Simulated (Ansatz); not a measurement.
# Gate voltage at the highest density: 2H-WS2 under Nb2COS MXene, AB

A layer charged from two gates alike needs a voltage that grows with the carrier density; the slope is e over the total capacitance.

How it was computed: Ansatz 0.2.0, plane waves with PAW datasets (its set soft_2), LDA; isolated slab, charged sheets 4.5 Å from the outer atoms behind model barriers, atoms held, Fermi-Dirac smearing of 0.02585 eV. The voltage is that of the gates (their mean) against the layer's Fermi level, from the uncharged case, which has no gap over 0.05 eV.

```
  run  added electrons (10¹³ per cm²)  gate voltage (V)
run 1                           −1.00             −0.37
run 2                           −2.00             −0.73
run 3                           −4.00             −1.46
run 4                           −7.00             −2.55
run 5                          −11.00                 ?
```

Q: Estimate the withheld value from the rows shown.

A least-squares line through the 4 rows shown has slope 0.3636 and intercept −0.0049; no row lies more than 0.01 V off it. The capacitance is 1.602/0.3636 = 4.41 µF/cm², against 3.94 µF/cm² for plates 4.5 Å apart in vacuum on both sides; it is the larger, as where the added charge has its centre outside the outer atoms (not examined here). At −11.00 it gives 0.3636 × (−11.00) + (−0.0049) = −4.00 V, beyond the rows fitted. Rounding and scatter of the rows alone allow about ±0.012 V there.

The run itself gives −3.98 V: a miss of +0.02 V, or 0.5 % of the value. The capacitance rises a little towards the highest density.

Caveats: The gates are model sheets, not atoms, and low densities sample few k-points. Spin-orbit coupling is left out, which changes the bands of elements this heavy.

[Logs are printed without paths, hosts, clocks, repeated set-up lines and the standing remarks that a program may print on its own settings, such as how far it seeks lower states.]
